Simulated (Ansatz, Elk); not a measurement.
# How far do independent atoms describe BeRu?

Structure refinements treat a crystal as free atoms side by side. For a made-up structure of BeRu (cell and positions from a PBE relaxation) the runs below show what the calculated density changes in F(hkl).

Main program and level: Elk 11.2.3 (patched build); DFT, PBE, all-electron APW+lo, Dirac cores, scalar-relativistic bands, static density, no spin.

The structure was built from a prototype and need not be the compound's stable phase.

**1. Set-up**

Symmetry: P4/nmm, No. 129, tetragonal system. Conventional cell: a = 2.776 Å, b = 2.776 Å, c = 5.646 Å, α = 90.00°, β = 90.00°, γ = 90.00°. Ru has 5 Be at 2.43 to 2.50 Å and 4 Ru at 2.60 Å nearest. Be has 4 Be at 2.23 Å and 5 Ru at 2.43 to 2.50 Å nearest. Farther neighbours are not listed.

**2. Ground state and structure factors**

An all-electron density is needed, since X-rays see the cores too. Task 0 finds the density and task 195 Fourier-transforms it; tshift is off so that phases refer to the origin typed.

The input, elk.in:

```
tasks
  0
  195

xctype
  20

spinpol
  .false.

rgkmax
  7.0

gmaxvr
  14.0

lmaxo
  7

lmaxapw
  8

swidth
  0.002

tshift
  .false.

ramdisk
  .false.

hmaxvr
  5.5

maxscl
  120

epspot
  1e-06

sppath
  './'

avec
  5.24673342650 -0.00000000000 0.00000000000
  -0.00000000000 5.24673342650 0.00000000000
  0.00000000000 0.00000000000 10.66873775139

atoms
  2
  'Ru.in'
  2
  0.5000000000 -0.0000000000 0.1516289518   0.000000 0.000000 0.000000
  -0.0000000000 0.5000000000 0.8483710482   0.000000 0.000000 0.000000
  'Be.in'
  2
  0.5000000000 -0.0000000000 0.5936146680   0.000000 0.000000 0.000000
  0.0000000000 0.5000000000 0.4063853320   0.000000 0.000000 0.000000

ngridk
  8 8 4
```

Started as:

```console
> OMP_NUM_THREADS=4 elk
```

Numbers of over 12 decimals in the logs are rounded to 6 here.

The program printed:

```text
┌─────────────────────────┐
│ Elk code version 11.2.3 │
└─────────────────────────┘

All units are atomic (Hartree, Bohr, etc.)

┌─────────────────────────────────────────────────┐
│ Ground-state run starting from atomic densities │
└─────────────────────────────────────────────────┘

Lattice vectors :
   5.246733426      -0.000000000       0.000000000
  -0.000000000       5.246733426       0.000000000
   0.000000000       0.000000000       10.66873775

Reciprocal lattice vectors :
   1.197542318       0.000000000      -0.000000000
   0.000000000       1.197542318      -0.000000000
  -0.000000000      -0.000000000      0.5889342726

Unit cell volume      :    293.6912708
Brillouin zone volume :   0.8445951176

Muffin-tin inner radius fraction :   0.1000000000E-01

Nuclei treated as point charges

Species : 1 (Ru)
 parameters loaded from : Ru.in
 name : ruthenium
 nuclear charge    :   -44.00000000
 electronic charge :    44.00000000
 atomic mass :    184239.3393
 muffin-tin radius :    2.436289468
 number of radial points in muffin-tin :   1193
 inner part over the whole radius :   0.9885353329E-02
 number on inner part of muffin-tin    :    847
 approximate nuclear radius :   0.8462081736E-04
 number of mesh points to nuclear radius :    423
 atomic positions (lattice), magnetic fields (Cartesian) :
  1 :   0.50000000  0.00000000  0.15162895    0.00000000  0.00000000  0.00000000
  2 :   0.00000000  0.50000000 -0.15162895    0.00000000  0.00000000  0.00000000

Species : 2 (Be)
 parameters loaded from : Be.in
 name : beryllium
 nuclear charge    :   -4.000000000
 electronic charge :    4.000000000
 atomic mass :    16428.20280
 muffin-tin radius :    1.800000000
 number of radial points in muffin-tin :    593
 inner part over the whole radius :   0.9826427374E-02
 number on inner part of muffin-tin    :    403
 approximate nuclear radius :   0.4290726161E-04
 number of mesh points to nuclear radius :    156
 atomic positions (lattice), magnetic fields (Cartesian) :
  1 :   0.50000000  0.00000000 -0.40638533    0.00000000  0.00000000  0.00000000
  2 :   0.00000000  0.50000000  0.40638533    0.00000000  0.00000000  0.00000000

Total number of atoms per unit cell :    4
Total muffin-tin volume :    170.0029859
 ratio of muffin-tin to unit cell volume :   0.5788492980

Spin treatment :
 spin-unpolarised

Number of Bravais lattice symmetries :   16
Number of crystal symmetries         :   16
Crystal has no inversion symmetry
Complex Hermitian eigensolver will be used

k-point grid :      8     8     4
k-point offset :    0.000000000       0.000000000       0.000000000
k-point set is reduced with full crystal symmetry group
Total number of k-points :       45

Muffin-tin radius times maximum |G+k| :    7.000000000
 using average radius
Maximum |G+k| for APW functions       :    3.304778888
Maximum (1/2)|G+k|²                   :    5.460781751
Maximum |G| for potential and density :    14.00000000
Constant for pseudocharge density :    9
 order of it for each species :   16  16
 order of it for pair densities of each species (exact exchange by exxq0 0: 17) :   13   5
Radial integration step length :    1

G-vector grid sizes :     24    24    48
Number of G-vectors :    13619

Maximum angular momentum used for
 APW functions            :    8
 outer part of muffin-tin :    7
 inner part of muffin-tin :    2

Total nuclear charge    :   -96.00000000
Total core charge       :    60.00000000
Total valence charge    :    36.00000000
Total excess charge     :    0.000000000
Total electronic charge :    96.00000000

Effective Wigner radius, rₛ :   0.9005553253

Number of empty states         :     16
Total number of valence states :     35
Total number of core states    :     60

Third-order local-orbitals added for an l without core states : T
Total number of local-orbitals :     50

Exchange-correlation functional :     20     0     0
 Perdew-Burke-Ernzerhof, Phys. Rev. Lett. 77, 3865 (1996)
 gradient requirement :    1
[...]
xc potential                :     -318.98878326681
 exchange                    :     -267.46494977083
 correlation                 :     -4.960381
 electron entropic           :    -0.36469057115178E-03
 total energy                :     -9094.7566733876

Density of states at Fermi energy :    24.69147069
 (states/Hartree/unit cell)

Estimated indirect band gap :   0.5789703393E-02
 from k-point 7 to k-point 21
Estimated direct band gap   :   0.8866174099E-02
 at k-point 21

Charges :
 core                        :    60.00000000
 valence                     :    36.00000000
 interstitial                :    5.920245941
 muffin-tins (core leakage)
  species : 1 (Ru)
   atom 1                    :    41.92407649     ( -0.1697981844E-06)
   atom 2                    :    41.92407649     ( -0.1697981844E-06)
  species : 2 (Be)
[...]
total in muffin-tins        :    90.07975406
 total calculated charge     :    95.99667873
 total charge                :    96.00000000
 error                       :   0.3321270070E-02

RMS change in Kohn-Sham potential (target) :    4.950405580     (  0.1000000000E-05)
Absolute change in total energy (target)   :   0.9135069228     (  0.1000000000E-03)

[... loops 3 to 17 left out ...]

┌──────────────────┐
│ Loop number : 18 │
└──────────────────┘

Energies :
 Fermi                       :     0.389224
 sum of occupied eigenvalues :     -5414.5208615484
 electron kinetic            :      9459.3523070435
 core electron kinetic       :      9195.6031318362
 Coulomb                     :     -18279.093087521
 Coulomb potential           :     -14517.290589857
 nuclear-nuclear             :     -991.47639146454
 electron-nuclear            :     -20087.276081082
 Hartree                     :      2799.6593850260
 Madelung                    :     -11020.447792592
 xc potential                :     -356.58257873461
 exchange                    :     -268.58553044199
 correlation                 :     -4.961984
 electron entropic           :    -0.67690824032855E-03
 total energy                :     -9093.2889715335

Density of states at Fermi energy :    49.94182619
 (states/Hartree/unit cell)

Estimated indirect band gap :   0.1919262036E-03
 from k-point 4 to k-point 3
Estimated direct band gap   :   0.1435491166E-01
 at k-point 40

Charges :
 core                        :    60.00000000
 valence                     :    36.00000000
 interstitial                :    5.077456654
 muffin-tins (core leakage)
  species : 1 (Ru)
[...]
species : 2 (Be)
[...]
total in muffin-tins        :    90.92254335
 total calculated charge     :    95.99658038
 total charge                :    96.00000000
 error                       :   0.3419622436E-02

RMS change in Kohn-Sham potential (target) :   0.4937874392E-06 (  0.1000000000E-05)
Absolute change in total energy (target)   :   0.2409906301E-06 (  0.1000000000E-03)

Convergence targets achieved

┌──────────────────┐
│ Loop number : 19 │
└──────────────────┘

Energies :
 Fermi                       :     0.389224
 sum of occupied eigenvalues :     -5414.5208595417
 electron kinetic            :      9459.3523073770
 core electron kinetic       :      9195.6031359325
 Coulomb                     :     -18279.093083754
 Coulomb potential           :     -14517.290601665
 nuclear-nuclear             :     -991.47639146454
 electron-nuclear            :     -20087.276061428
 Hartree                     :      2799.6593691381
 Madelung                    :     -11020.447782921
 xc potential                :     -356.58256525351
 exchange                    :     -268.58553006757
 correlation                 :     -4.961984
 electron entropic           :    -0.67690804818146E-03
 total energy                :     -9093.2889670557

Density of states at Fermi energy :    49.94181360
 (states/Hartree/unit cell)

Estimated indirect band gap :   0.1919270178E-03
 from k-point 4 to k-point 3
Estimated direct band gap   :   0.1435491164E-01
 at k-point 40

Charges :
 core                        :    60.00000000
 valence                     :    36.00000000
 interstitial                :    5.077456964
 muffin-tins (core leakage)
  species : 1 (Ru)
[...]
atom 2                    :    42.60771554     ( -0.1799965332E-06)
  species : 2 (Be)
   atom 1                    :    2.853555982     (  0.1161758640E-02)
   atom 2                    :    2.853555982     (  0.1161758640E-02)
 total in muffin-tins        :    90.92254304
 total calculated charge     :    95.99658038
 total charge                :    96.00000000
 error                       :   0.3419622367E-02

┌──────────────────────────────┐
│ Self-consistent loop stopped │
└──────────────────────────────┘

Warning : core states of species 2 leak from the muffin-tin :   0.1161758640E-02

Wrote STATE.OUT
```

It took 20 s on 4 threads of Arm Neoverse V2, shared host; peak memory 0.16 GiB; 62 s of CPU time.

SFACRHO.OUT:

```text

h k l indices transformed by vhmat matrix:
   1.000000000       0.000000000       0.000000000    
   0.000000000       1.000000000       0.000000000    
   0.000000000       0.000000000       1.000000000    

      h      k      l  multipl.   |H|            Re(F)            Im(F)           |F|

      0      0      0      1   0.0000000       96.000000     -0.74059622E-16   96.000000    
      0      0     -1      2  0.58893427       42.396504     -0.12736829E-15   42.396504    
      0      0     -2      2   1.1778685      -22.028450     -0.40757851E-14   22.028450    
      0     -1      0      4   1.1975423     -0.25473657E-15 -0.21168882E-13  0.21170415E-13
      0      1      1      4   1.3345228      0.19614716E-13   54.368607       54.368607    
     -1      0      1      4   1.3345228      0.33115754E-14  -54.368607       54.368607    
      0      1     -2      4   1.6797267     -0.19232611E-13  -63.770447       63.770447    
      0      1      2      4   1.6797267      0.24072606E-13   63.770447       63.770447    
     -1     -1      0      4   1.6935806      -67.488352     -0.38277690E-13   67.488352    
      0      0      3      2   1.7668028      -59.322117      0.13246302E-13   59.322117    
     -1     -1      1      8   1.7930585      -33.156470     -0.18723138E-13   33.156470    
      1      1      2      8   2.0629080       17.964406     -0.15284194E-13   17.964406    
      0      1      3      4   2.1344085      0.12036303E-13   13.026499       13.026499    
      1      0      3      4   2.1344085     -0.23563133E-14  -13.026499       13.026499    
      0      0     -4      2   2.3557371      -45.427897     -0.81515703E-14   45.427897    
      2      0      0      4   2.3950846       57.813333     -0.32854614E-13   57.813333    
     -1      1      3      8   2.4474083       51.218062     -0.10189463E-13   51.218062    
      0      2     -1      4   2.4664294       28.547047     -0.10571568E-13   28.547047
```

Elk indexes on the primitive cell of elk.in and gives |H| = 4π sin θ/λ in inverse bohr. Below, one row stands for each form hkl of the conventional cell (m members, Friedel mates merged), F is for one primitive cell and the density is static (no thermal factor). Free-atom factors are Waasmaier and Kirfel's, and R is Σm||F|−|F'||/Σm|F|.

```
hkl   m  sin θ/λ (Å⁻¹)  abs F, DFT  neutral atoms   diff.  abs of complex diff.
001   2          0.089      42.397         42.581  -0.185                 0.185
002   2          0.177      22.028         22.199  -0.170                 0.170
100   4          0.180       0.000          0.000  +0.000                 0.000
101   8          0.201      54.369         54.846  -0.477                 0.477
102   8          0.253      63.770         64.221  -0.450                 0.450
110   4          0.255      67.488         67.843  -0.355                 0.355
003   2          0.266      59.322         59.888  -0.566                 0.566
111   8          0.270      33.157         33.389  -0.233                 0.233
112   8          0.310      17.964         18.023  -0.059                 0.059
103   8          0.321      13.027         12.930  +0.096                 0.096
004   2          0.354      45.428         45.369  +0.059                 0.059
200   4          0.360      57.813         57.674  +0.139                 0.139
113   8          0.368      51.218         51.128  +0.090                 0.090
201   8          0.371      28.547         28.488  +0.059                 0.059
104   8          0.397      29.989         29.900  +0.089                 0.089
202   8          0.401      15.793         15.713  +0.080                 0.080
210   8          0.403       0.000          0.000  +0.000                 0.000
211  16          0.412      39.818         39.602  +0.216                 0.216
```

**3. The highest occupied states alone**

An energy window below the Fermi level keeps the highest occupied states, to see at which angles they scatter; shallow core shells can lie inside it and anion s states outside. No new self-consistency is needed.

elk.in: that of step 2 with these lines changed.

```diff
@@ -1,3 +1,2 @@
 tasks
-  0
   195
@@ -40,2 +39,5 @@
 
+wsfac
+  -0.051770 0.689220
+
 sppath
```

Started as:

```console
> OMP_NUM_THREADS=4 elk
```

The program printed:

```text
┌─────────────────────────────────┐
│ Elk code version 11.2.3 started │
└─────────────────────────────────┘

Info(readinput): the functional depends on the density's gradient
 muffin-tin radial points multiplied by    2.00000
 (not where nrmtscf is given)

┌────────────────────┐
│ Current task : 195 │
└────────────────────┘
Info(checkmt): changed muffin-tin radius of species 1 (Ru) from   2.6000 to   2.4363

Info(sfacrho): density structure factors written to SFACRHO.OUT

 Energy window :  -0.5177000000E-01  0.6892200000

┌──────────────────┐
│ Elk code stopped │
└──────────────────┘
```

It took 3.5 s on 4 threads; peak memory 0.17 GiB.

States within 12 eV below the Fermi level hold 20.00 electrons; any levels below the window count with the cores. Their amplitudes can exceed the total, where window and core parts have opposite phase:

```csv
hkl,sin θ/λ (Å⁻¹),"abs F, window","abs F, all"
001,0.089,4.904,42.397
002,0.177,1.805,22.028
100,0.180,0.000,0.000
101,0.201,3.836,54.369
102,0.253,2.760,63.770
110,0.255,2.965,67.488
003,0.266,2.210,59.322
111,0.270,1.374,33.157
112,0.310,0.500,17.964
103,0.321,0.554,13.027
```

[end of part 1 of 2]

[Logs are printed without paths, hosts, clocks, repeated set-up lines and the standing remarks that a program may print on its own settings, such as how far it seeks lower states.]

[Hosts, paths, dates, database ids (printed as entryN), source tags and the programs' standing remarks are cut or masked in the printed files.]
